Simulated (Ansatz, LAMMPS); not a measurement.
# Charge trapping in aqueous K+ and HSO4-, 2.1 mol of salt per kg of water at 300 K (173 atoms), part 2 of 3

Aim: add and remove one electron in aqueous K+ and HSO4-, 2.1 mol of salt per kg of water at 300 K (173 atoms), with atoms held and relaxed, and read trapping energy and localisation.

Ansatz 0.2.0; Kohn-Sham DFT, PBE+D4, PAW (set soft_2), plane waves.

The cell: 61 O, 2 S, 108 H and 2 K. The network of contacts between molecules at the start is that of the classical potential that made the cell. Only the Γ point is sampled, in a cell whose shortest periodic width is 12 Å. The liquid is relaxed first.

So far. Step 2 (Single point at the start): The r.m.s. force at the start is 0.58 eV/Å. Step 3 (Relaxation): The relaxation converged after 35 steps, 10.4 eV below its start, with a largest force component of 0.040 eV/Å.

## (4) Single point at the relaxed geometry

One more single point at the end of the walk gives the fuller output and checks the residual forces.

Input file input.yaml:

```yaml
crystal:
  lattice:
    - [12.02799, 0.0, 0.0]
    - [0.0, 12.02799, 0.0]
    - [0.0, 0.0, 12.02799]
  atoms:
    - { symbol: O, position: [0.0968, 0.05255, 0.517] }
    - { symbol: S, position: [0.09541, 0.18041, 0.55337] }
    - { symbol: O, position: [0.20856, 0.22499, 0.5293] }
    - { symbol: O, position: [0.01015, 0.22952, 0.48228] }
    - { symbol: O, position: [0.07109, 0.18458, 0.67352] }
    - { symbol: H, position: [0.13306, 0.00083, 0.57515] }
    [... 161 atom lines left out ...]
    - { symbol: H, position: [0.66933, 0.49673, 0.05599] }
    - { symbol: O, position: [0.19579, 0.29745, 0.30855] }
    - { symbol: H, position: [0.20645, 0.27076, 0.38539] }
    - { symbol: H, position: [0.27039, 0.32101, 0.27941] }
    - { symbol: K, position: [0.71019, 0.90762, 0.31753] }
    - { symbol: K, position: [0.81264, 0.87142, 0.81772] }
kpoints:
  mp_grid: { grid: [1, 1, 1] }
hamiltonian:
  xc: pbe
  dispersion: d4
scf:
  occupations: { method: fixed }
output:
  forces: true
  stress: true
  populations: true
  dos:
    method: { smearing: { sigma: 0.08 } }
    de: 0.1
    projected: { site_lists: { H: [H], K: [K], O: [O], S: [S] } }
  eigenvalues: true
  write_density: true
  write_potential: true
  volumetric_format: npy
```

On the command line:

```sh
> ansatz run input.yaml --threads 4 --pin off --max-ram 12288MiB --backend cpu --events-out ev --progress --plain --runs-dir out
```

Output:

```text
[...]
Crystal: 173 atoms, lattice volume = 1740.120 Å³
Basis set: ecut = 420 eV, 33881 PW (Γ), exchange–correlation on 162×162×162 points (8 copies of the dense FFT grid, shifted against one another)
Bands: 425, of which v1, the nominal top of the filled ones, is band 252 counted from 1 (251 counted from 0)
Symmetry: 1 space group operations
[...]
k-points: 1
[...]
SCF iter   1: F=—  HF=-41245.270048 eV  |F-HF|=—  |Δ(HF+E_count)|=         —  Δρ=2.71e-3  dr2=1.38e-1  ethr=1.77e-3  ⟨swp⟩=4.0  Hψ=1608  notcnv=0  defer=170
[...]
SCF iter   9: F=-41245.135395 eV  HF=-41245.135395 eV  |F-HF|=6.11e-8  |Δ(HF+E_count)|=   2.19e-7  Δρ=1.83e-6  dr2=5.57e-8  ethr=1.98e-11  ⟨swp⟩=21.0  Hψ=4522  notcnv=0
SCF 1 converged in 9 iterations: F = -41245.135395 eV  dr2 = 5.57e-8
[...]
WARN: The input density's exchange-correlation potential varies sharply where the density is thin. Do not read a vacuum level from v_tot or v_xc, or from such a field of the output density. On a cell that repeats whose density bears no net charge and no dipole along the vacuum's axis use v_es (v_loc + v_h of the components); [...]
SCF converged after 9 iterations
Free energy (F): -41245.135395 eV
[...]
Internal energy: -41245.135395 eV  (E = F + TS)
E sigma→0 (E₀):  -41245.135395 eV
Fermi energy:    -1.654308 eV
[...]
--- Forces (eV/Å), atoms counted from 1 ---
  atom   1  O      0.00557926     0.00966816    -0.00898741
  atom   2  S     -0.02778366     0.00650441     0.03948632
  atom   3  O     -0.01601596    -0.00324097    -0.00072653
  atom   4  O      0.01781081    -0.00553654    -0.00780402
  atom   5  O      0.02000398    -0.01465916    -0.03697706
  atom   6  H     -0.00122200     0.00042174     0.00989760
  atom   7  O     -0.00081533    -0.00030337     0.01454946
  atom   8  S      0.01843930     0.01640329    -0.04089455
  atom   9  O     -0.01363967    -0.01021598     0.00505932
  atom  10  O     -0.00642532    -0.01065880     0.01221778
  atom  11  O      0.00129798    -0.00417632     0.01644609
  atom  12  H      0.00678408     0.01003219    -0.00291404
  atom  13  O      0.00096402     0.00192556     0.00535662
  atom  14  H     -0.00095111    -0.00222269    -0.00175030
[...]
atom 172  K      0.00225588    -0.00109186    -0.00017700
  atom 173  K      0.00142662    -0.00832407     0.00299077
  max |Σ_I F_I| component: 6.25e-5 eV/Å
--- Stress (GPa, compression-positive) ---
       -0.223065      -0.002135      -0.042573
       -0.002135      -0.191284      -0.128843
       -0.042573      -0.128843      -0.140042
  P = ⅓ Tr σ = -0.1848 GPa (-1.848 kbar)
--- Band table (eV) ---
[...]
--- Löwdin populations: 173 sites ---
  site symbol       q [e]
     0      O      6.6767
     1      S      3.5562
     2      O      6.7681
[...]
172      K      8.1536
  spilling = 0.011450 (of n_electrons = 504.000000)
```

Elapsed: 37 s, on 4 threads of Intel Xeon at 2.80GHz (Skylake/Cascade Lake), shared host; peak memory 2.3 GiB.

The program notes that the exchange-correlation potential is rough where the density is thin.

Read from the output:

```
free energy                                      : -41245.1354 eV
free energy per atom                             : -238.4112 eV/atom
SCF cycles                                       : 9
pressure                                         : -0.1848 GPa
r.m.s. force component                           : 0.00623 eV/Å
longest force                                    : 0.04872 eV/Å
Fermi energy                                     : -1.654 eV
gap (highest filled to lowest empty level) : 4.573 eV
spilling of the projection                       : 0.01145
```

Löwdin charges by element and coordination (they lack the spilled electrons, 0.033 e an atom on average):

```csv
element,coordination,atoms,mean charge (e),spread,least,most
H,all,108,0.387,0.0099,0.364,0.427
K,all,2,0.849,0.0023,0.846,0.851
K,5,1,0.846,0,0.846,0.846
K,6,1,0.851,0,0.851,0.851
O,all,61,-0.698,0.0304,-0.779,-0.647
O,1,6,-0.770,0.0047,-0.779,-0.764
O,2,44,-0.683,0.0125,-0.706,-0.647
O,3,11,-0.719,0.0168,-0.765,-0.690
S,all,2,2.45,0.0016,2.44,2.45
```

Density of states as counts of states in windows of 1 eV (from the Fermi level), total and the larger projections:

```csv
from (eV),to (eV),total,O p,H s
-14,-12,0.0,0.0,0.0
-12,-11,0.3,0.0,0.0
-11,-10,11.7,0.1,0.0
-10,-9,4.0,1.9,0.5
-9,-8,0.0,0.0,0.0
-8,-7,27.6,18.8,7.5
-7,-6,80.3,55.8,22.4
-6,-5,10.1,6.7,0.8
-5,-4,30.5,23.1,3.4
-4,-3,41.4,33.6,3.0
-3,-2,47.5,42.1,1.4
-2,-1,73.7,72.1,0.4
-1,0,49.5,48.7,0.2
0,1,1.3,1.3,0.0
1,4,0.0,0.0,0.0
4,5,2.0,0.0,1.1
```

The curve was stored every 0.10 eV, coarse against its broadening of 0.08 eV, so these counts are rough.

With fixed occupations the program's Fermi level is the highest filled level; weight inside the gap is the broadening of levels at its edges.

Between -26 and -14 eV lie 122 more states.

The levels nearest the highest filled one (over half full), pooled over k-points and spins:

```csv
level less the highest filled one (eV),occupation
-0.668,2
-0.620,2
-0.587,2
-0.338,2
-0.262,2
0,2
4.57,0
5.85,0
5.93,0
6.02,0
6.07,0
6.11,0
```

Electrostatic potential energy in the ac plane at fractional y = 0.164, with atoms of S and O and H within 0.2 Å of it. With pseudopotentials it is smooth inside the atoms' cores, unlike the true potential.

Values in eV, 13 rows by 16 columns, each cell a mean:
```
-37 -20   4   5   5   4   4   4  -5 -38 -18   3   4   5   3  -3
 -2   2   5   5   4   4   4   3 -13 -21  -1   4   5   5   4   3
  4   5   5   5   4   3 -10 -31  -5   3   4   5   5   5   4   3
 -4 -13   4   5   5   4  -3 -27 -14   4   5   5   4   4   3   1
-12 -33  -3   4   5   5   4   1  -4  -5   0   4   5   4   4   4
-14 -38 -26   0   4   3   3   0 -11 -27 -16   3   5   5   5   4
 -5 -22 -11   1   1  -7   0  -5   3   4   4   4   5   5   5   4
  5   4   4   4   4   3   4   4   4   4   4  -4   0   5   5   5
  5   5   5   5   5   5   5   4   3   1   0 -36 -21   4   5   5
  3   1   3   5   5   5   5   4   4   3   4  -3 -21   1   5   3
-27 -38  -5   4   5   5   2  -8   0   4   5   4   2 -26 -17  -6
 -2 -10   3   5   5   4 -14 -39  -4   4   4   4   3 -14  -7   3
-14 -18   3   5   5   4   1  -3 -11 -11   3   4   4   3   3   2
```
Columns run along a (12.0 Å; values clipped at the 3rd and 97th percentile), rows up along c (12.0 Å). Atoms in or near the plane, at fractional coordinates: S at (0.10, 0.55), O at (0.08, 0.17), H at (0.00, 0.19), O at (0.46, 0.77), H at (0.50, 0.70), O at (0.86, 0.16), O at (0.45, 0.11), O at (0.60, 0.94), H at (0.55, 0.01), H at (0.55, 0.88), O at (0.73, 0.34), H at (0.77, 0.27), H at (0.63, 0.58), O at (0.04, 0.95) and more.

Valence density in the ac plane at fractional y = 0.164, with atoms of S and O and H within 0.2 Å of it. It is the smooth field of the valence electrons, not physical close to the nuclei.

Values in e/Å³, 13 rows by 16 columns, each cell a mean:
```
4.4 2.2 0.1 0.0 0.0 0.0 0.0 0.0 0.6 4.3 2.3 0.1 0.1 0.0 0.0 0.6
0.6 0.4 0.0 0.0 0.0 0.0 0.1 0.2 0.6 1.4 0.5 0.0 0.0 0.0 0.0 0.1
0.0 0.0 0.0 0.0 0.0 0.1 1.2 4.0 0.9 0.1 0.0 0.0 0.0 0.1 0.2 0.1
0.8 1.7 0.2 0.0 0.0 0.0 0.6 2.5 0.8 0.1 0.0 0.0 0.0 0.1 0.1 0.1
1.5 3.3 0.5 0.1 0.0 0.0 0.0 0.2 0.6 0.8 0.2 0.0 0.0 0.0 0.0 0.1
0.6 0.9 0.8 0.6 0.2 0.1 0.1 0.2 1.4 2.4 0.7 0.1 0.0 0.0 0.0 0.1
0.8 0.7 0.6 0.5 0.2 0.4 0.5 0.4 0.2 0.2 0.1 0.0 0.0 0.0 0.0 0.3
0.2 0.1 0.0 0.0 0.0 0.1 0.2 0.1 0.0 0.0 0.1 0.7 0.4 0.0 0.0 0.1
0.0 0.0 0.0 0.0 0.0 0.0 0.0 0.1 0.1 0.1 0.5 4.7 2.4 0.1 0.0 0.0
0.2 0.4 0.1 0.0 0.0 0.0 0.0 0.1 0.1 0.1 0.1 0.7 0.9 0.2 0.1 0.1
2.0 4.9 0.8 0.0 0.0 0.0 0.3 1.0 0.3 0.0 0.0 0.0 0.3 3.2 2.2 0.4
0.5 1.4 0.3 0.0 0.0 0.1 1.7 5.1 0.8 0.0 0.0 0.0 0.2 1.5 1.0 0.1
0.9 0.8 0.0 0.0 0.0 0.0 0.3 0.6 0.5 0.7 0.2 0.0 0.0 0.1 0.0 0.1
```
Columns run along a (12.0 Å), rows up along c (12.0 Å). Atoms in or near the plane, at fractional coordinates: S at (0.10, 0.55), O at (0.08, 0.17), H at (0.00, 0.19), O at (0.46, 0.77), H at (0.50, 0.70), O at (0.86, 0.16), O at (0.45, 0.11), O at (0.60, 0.94), H at (0.55, 0.01), H at (0.55, 0.88), O at (0.73, 0.34), H at (0.77, 0.27), H at (0.63, 0.58), O at (0.04, 0.95) and more.

The highest filled and lowest empty levels differ by 4.57 eV (at Γ alone); a semilocal functional tends to put such gaps too low. In a disordered cell it changes from sample to sample and from frame to frame. Mean Löwdin charges: H +0.39, K +0.85, O -0.70, S +2.45 e (they miss 1.1 % of the electrons, so they add up to more than the cell's charge). The largest share in the top eV of filled states is O p (99 % of the projected weight), and in the lowest eV of empty states H s (58 % of the projected weight).

## (5) An extra electron, atoms held

The electron count changes by one with the atoms held: a vertical process, on a uniform background, with spin and a narrow Fermi–Dirac smearing. Its energy against the neutral cell hangs on the program's zero of potential.

Input file input.yaml:

```yaml
crystal:
  lattice:
    - [12.02799, 0.0, 0.0]
    - [0.0, 12.02799, 0.0]
    - [0.0, 0.0, 12.02799]
  atoms:
    [... the 173 atom lines of step 4 ...]
total_charge: -1
kpoints:
  mp_grid: { grid: [1, 1, 1] }
hamiltonian:
  xc: pbe
  dispersion: d4
scf:
  occupations: { method: fermi_dirac, width: 0.01 }
  lower_state_search: "off"
output:
  forces: true
  stress: true
  populations: intrinsic
  dos:
    method: { smearing: { sigma: 0.15 } }
    de: 0.1
    projected: { site_lists: { H: [H], K: [K], O: [O], S: [S] } }
  eigenvalues: true
  write_density: true
  write_potential: true
  volumetric_format: npy
magnetization:
  spin_polarized: true
  initial_magnetization: 1
```

Output:

```text
[...]
Crystal: 173 atoms, lattice volume = 1740.120 Å³
Basis set: ecut = 420 eV, 33881 PW (Γ), exchange–correlation on 162×162×162 points (8 copies of the dense FFT grid, shifted against one another)
Bands: 426, of which v1, the nominal top of the filled ones, is band 253 counted from 1 (252 counted from 0)
Symmetry: 1 space group operations
[...]
k-points: 1
[... 9 lines on functional and potentials left out ...]
Starting moments: Σ|m| = 1 μB on 173 of 173 sites
[...]
SCF iter   1: F=—  HF=-41300.715506 eV  |F-HF|=—  |Δ(HF+E_count)|=         —  Δρ=5.36e-2 (↑5.33e-2 ↓5.36e-2)  dr2=1.90e2  dr2_m=2.33e-2  M=1.000 μB ∫|m|=1.025 μB  β_m=1.00  ethr=3.10e-3  ⟨swp⟩=6.0  Hψ=3938  notcnv=0  defer=294
[...]
spin=Collinear: Resta preconditioning applied to the charge; magnetization (m = ρ↑ − ρ↓) channel mixes plain (no charge-response kernel on spin).
SCF iter   2: F=—  HF=-41255.631249 eV  |F-HF|=—  |Δ(HF+E_count)|=         —  Δρ=2.65e-2 (↑2.63e-2 ↓2.65e-2)  dr2=4.73e1  dr2_m=3.07e-3  M=1.000 μB ∫|m|=1.023 μB  β_m=0.30  ethr=3.10e-3  ⟨swp⟩=3.0  Hψ=1518  notcnv=0  defer=330
[...]
SCF iter   8: F=—  HF=-41242.301399 eV  |F-HF|=—  |Δ(HF+E_count)|=   6.44e-3  Δρ=3.11e-4 (↑2.51e-4 ↓3.11e-4)  dr2=1.74e-3  dr2_m=7.17e-4  M=-0.077 μB ∫|m|=0.085 μB  β_m=0.30  ethr=1.20e-6  ⟨swp⟩=2.0  Hψ=1034  notcnv=0  defer=334
[...]
spin-set hold released at iteration 8 (site moments contracting): the magnetisation degrees of freedom join the quasi-Newton model from the next iteration; the mixer history was flushed
SCF iter   9: F=—  HF=-41242.302239 eV  |F-HF|=—  |Δ(HF+E_count)|=   8.41e-4  Δρ=1.94e-4 (↑1.73e-4 ↓1.94e-4)  dr2=7.67e-4  dr2_m=3.23e-4  M=-0.033 μB ∫|m|=0.041 μB  β_m=0.56  ethr=3.44e-7  ⟨swp⟩=2.0  Hψ=973  notcnv=0  defer=334
SCF iter  10: F=—  HF=-41242.303660 eV  |F-HF|=—  |Δ(HF+E_count)|=   1.42e-3  Δρ=4.39e-5 (↑4.39e-5 ↓4.37e-5)  dr2=1.08e-4  dr2_m=1.14e-5  M=-0.001 μB ∫|m|=0.006 μB  β_m=0.61  ethr=1.52e-7  ⟨swp⟩=2.5  Hψ=1037  notcnv=0  defer=334
[...]
SCF iter  15: F=-41242.307379 eV  HF=-41242.307379 eV  |F-HF|=6.56e-9  |Δ(HF+E_count)|=   2.58e-8  Δρ=3.44e-7 (↑3.43e-7 ↓3.44e-7)  dr2=6.62e-9  dr2_m=6.15e-10  M=0.000 μB ∫|m|=0.000 μB  β_m=0.69  ethr=1.20e-11  ⟨swp⟩=8.0  Hψ=5059  notcnv=0
SCF iter  16: F=-41242.307379 eV  HF=-41242.307379 eV  |F-HF|=1.99e-9  |Δ(HF+E_count)|=   7.94e-9  Δρ=1.36e-7 (↑1.35e-7 ↓1.36e-7)  dr2=1.47e-9  dr2_m=7.62e-11  M=0.000 μB ∫|m|=0.000 μB  ethr=1.31e-12  ⟨swp⟩=7.0  Hψ=4306  notcnv=0
WARN: the starting moments were not kept: the SCF closed with an absolute magnetisation of 6.0e-5 μB, where they sum to 1 μB in size (173 sites). That is at most 0.1 of that sum. Measured as dr2_m measures the in/out step, that magnetisation stands 1.1e-11 eV from none, [...]
SCF 1 converged in 16 iterations: F = -41242.307379 eV  dr2 = 1.47e-9
[...]
SCF converged after 16 iterations
Magnetization: 0.0001 μB (252.5000 up, 252.5000 down)
Absolute magnetization: 0.0001 μB (∫|ρ↑−ρ↓|, with the PAW one-centre terms)
[...]
Per-site moments (μB) at R_I (Å): [(7.624206e-8, 0.425976), (9.322325e-8, 0.602268), (1.169409e-7, 0.615105), (8.928585e-8, 0.602268), (1.138928e-7, 0.608571), [...]
Free energy (F): -41242.307379 eV
[...]
Internal energy: -41242.293516 eV  (E = F + TS)
E sigma→0 (E₀):  -41242.300448 eV
Entropy (-TS):   -0.013863 eV (-0.080 meV/atom)
Fermi energy:    2.888126 eV
[...]
Σ components = -41242.307379   (vs F -41242.307379, Δ=0.00e0)
--- Forces (eV/Å), atoms counted from 1 ---
  atom   1  O     -0.01432163    -0.06307008    -0.06563695
  atom   2  S      0.00910788     0.05403677     0.11937978
  atom   3  O      0.02989151     0.01278838    -0.03568907
  atom   4  O     -0.04174980     0.01382065    -0.06859824
[...]
atom 173  K      0.01543596     0.00184857     0.00526548
  max |Σ_I F_I| component: 1.41e-6 eV/Å
--- Stress (GPa, compression-positive) ---
       -0.054845      -0.007502      -0.049534
       -0.007502      -0.022425      -0.116295
       -0.049534      -0.116295       0.028791
  P = ⅓ Tr σ = -0.0162 GPa (-0.162 kbar)
--- Band table (eV) ---
[...]
--- intrinsic populations: 173 sites ---
  site symbol       q [e]    m [muB]
     0      O      6.7959     0.0000
     1      S      3.6107     0.0000
     2      O      6.9012     0.0000
[...]
172      K      8.2445     0.0000
  spilling = -0.000000 (of n_electrons = 505.000000)
```

Elapsed: 98 s, on 4 threads; peak memory 4 GiB; 6.1 min of CPU time.

The program notes that starting moments were not kept.

An extra electron, atoms held: the energy stands 2.83 eV above that of the reference. An odd electron should give 1 μB; this run ended with the carrier shared between both spins.

The levels nearest the highest filled one (over half full), pooled over k-points and spins:

```csv
level less the highest filled one (eV),occupation
-4.56,1
-4.56,1
0,0.5
0,0.5
1.29,0
1.29,0
1.36,0
1.36,0
```

## (6) An extra electron, atoms relaxed

The atoms now respond to the charge; the energy gained comes from screening by the atoms, from trapping if the charge localises, and from any strain left in the reference.

input.yaml, the sections that differ from step 5:

```yaml
output:
  forces: true
relax:
  f_tol: 0.05
  max_steps: 90
# crystal, total_charge, kpoints, hamiltonian, scf, magnetization: as in step 5
```

Output:

```text
[...]
Crystal: 173 atoms, lattice volume = 1740.120 Å³
Basis set: ecut = 420 eV, 33881 PW (Γ), exchange–correlation on 162×162×162 points (8 copies of the dense FFT grid, shifted against one another)
Bands: 426, of which v1, the nominal top of the filled ones, is band 253 counted from 1 (252 counted from 0)
Symmetry: 1 space group operations
[...]
k-points: 1
[... 9 lines on functional and potentials left out ...]
Starting moments: Σ|m| = 1 μB on 173 of 173 sites
[...]
SCF iter   1: F=—  HF=-41300.715506 eV  |F-HF|=—  |Δ(HF+E_count)|=         —  Δρ=5.36e-2 (↑5.33e-2 ↓5.36e-2)  dr2=1.90e2  dr2_m=2.33e-2  M=1.000 μB ∫|m|=1.025 μB  β_m=1.00  ethr=3.10e-3  ⟨swp⟩=6.0  Hψ=3938  notcnv=0  defer=294
[...]
SCF iter   2: F=—  HF=-41255.631238 eV  |F-HF|=—  |Δ(HF+E_count)|=         —  Δρ=2.65e-2 (↑2.63e-2 ↓2.65e-2)  dr2=4.73e1  dr2_m=3.07e-3  M=1.000 μB ∫|m|=1.023 μB  β_m=0.30  ethr=3.10e-3  ⟨swp⟩=3.0  Hψ=1518  notcnv=0  defer=330
[...]
SCF iter   8: F=—  HF=-41242.304890 eV  |F-HF|=—  |Δ(HF+E_count)|=   6.43e-3  Δρ=3.05e-4 (↑2.49e-4 ↓3.05e-4)  dr2=1.65e-3  dr2_m=7.17e-4  M=-0.077 μB ∫|m|=0.085 μB  β_m=0.30  ethr=1.20e-6  ⟨swp⟩=2.0  Hψ=1034  notcnv=0  defer=334
[...]
SCF iter  13: F=-41242.307379 eV  HF=-41242.307379 eV  |F-HF|=3.86e-7  |Δ(HF+E_count)|=   3.60e-7  Δρ=2.55e-6 (↑2.55e-6 ↓2.49e-6)  dr2=2.78e-7  dr2_m=5.38e-8  M=-0.000 μB ∫|m|=0.000 μB  ethr=7.09e-10  ⟨swp⟩=1.0  Hψ=2014  notcnv=0
[...]
SCF 1 converged in 13 iterations: F = -41242.307379 eV  dr2 = 2.78e-7
[...]
relax step   1: F+E_penalty+E_count = -41242.30737909 eV  Δ(F+E_penalty+E_count) = +0.000e0 eV  max|allowed force component| = 1.194e-1 eV/Å  Δτ_max = 0.0000 Å  (13 SCF iters, dr2 threshold 6.25e-5 eV, accepted)
[...]
relax step   2: F+E_penalty+E_count = -41242.31372780 eV  Δ(F+E_penalty+E_count) = -6.349e-3 eV  max|allowed force component| = 8.660e-2 eV/Å  Δτ_max = 0.0432 Å  (8 SCF iters, accepted)
[...]
relax step   3: F+E_penalty+E_count = -41242.31615956 eV  Δ(F+E_penalty+E_count) = -2.432e-3 eV  max|allowed force component| = 6.126e-2 eV/Å  Δτ_max = 0.0209 Å  (7 SCF iters, accepted)
[...]
relax step   4: F+E_penalty+E_count = -41242.31738391 eV  Δ(F+E_penalty+E_count) = -1.224e-3 eV  max|allowed force component| = 3.773e-2 eV/Å  Δτ_max = 0.0165 Å  (7 SCF iters, accepted)
SCF converged after 7 iterations
Magnetization: 0.0000 μB (252.5000 up, 252.5000 down)
Absolute magnetization: 0.0000 μB (∫|ρ↑−ρ↓|, with the PAW one-centre terms)
[...]
Per-site moments (μB) at R_I (Å): [(-1.474903e-7, 0.426374), (-4.978000e-8, 0.602837), (2.951486e-7, 0.615347), (-1.652797e-7, 0.602837), (3.777453e-7, [...]
Free energy (F): -41242.317384 eV
[...]
Internal energy: -41242.303521 eV  (E = F + TS)
E sigma→0 (E₀):  -41242.310452 eV
Entropy (-TS):   -0.013863 eV (-0.080 meV/atom)
Fermi energy:    2.870044 eV
[...]
Σ components = -41242.317384   (vs F -41242.317384, Δ=0.00e0)
--- Forces (eV/Å), atoms counted from 1 ---
  atom   1  O      0.00038309    -0.03283120    -0.01794649
  atom   2  S      0.00670284     0.03348795     0.03772680
  atom   3  O     -0.00686960    -0.00759372    -0.00608130
  atom   4  O      0.00036311    -0.00333943    -0.01324029
[...]
atom 173  K      0.00051785    -0.00351101     0.00164073
  max |Σ_I F_I| component: 4.71e-5 eV/Å
--- Relaxed structure (4 steps of the walk, 4 accepted, 0 SCFs on fresh bases) ---
  F+E_penalty+E_count = -41242.31738391 eV   max|allowed force component| = 3.773e-2 eV/Å
  atoms:
    - { symbol: O, position: [0.097136, 0.051185, 0.514933] }
    - { symbol: S, position: [0.095405, 0.179178, 0.551636] }
    - { symbol: O, position: [0.208631, 0.223931, 0.527998] }
    - { symbol: O, position: [0.010319, 0.228190, 0.480076] }
[...]
- { symbol: K, position: [0.812540, 0.872330, 0.817609] }
```

Run time: 4.9 min. Hardware: 4 threads; peak memory 3.8 GiB.

The relaxation converged after 4 steps, 0.0100 eV below its start, with a largest force component of 0.038 eV/Å.

An extra electron, atoms relaxed: the energy stands 2.82 eV above that of the reference. An odd electron should give 1 μB; this run ended with the carrier shared between both spins.

[end of part 2 of 3]

[Long decimals in the printed logs are rounded to 6 places.]

[Logs are printed without paths, hosts, clocks, repeated set-up lines and the standing remarks that a program may print on its own settings, such as how far it seeks lower states.]

[Hosts, paths, dates, database ids (printed as entryN), source tags and the programs' standing remarks are cut or masked in the printed files.]
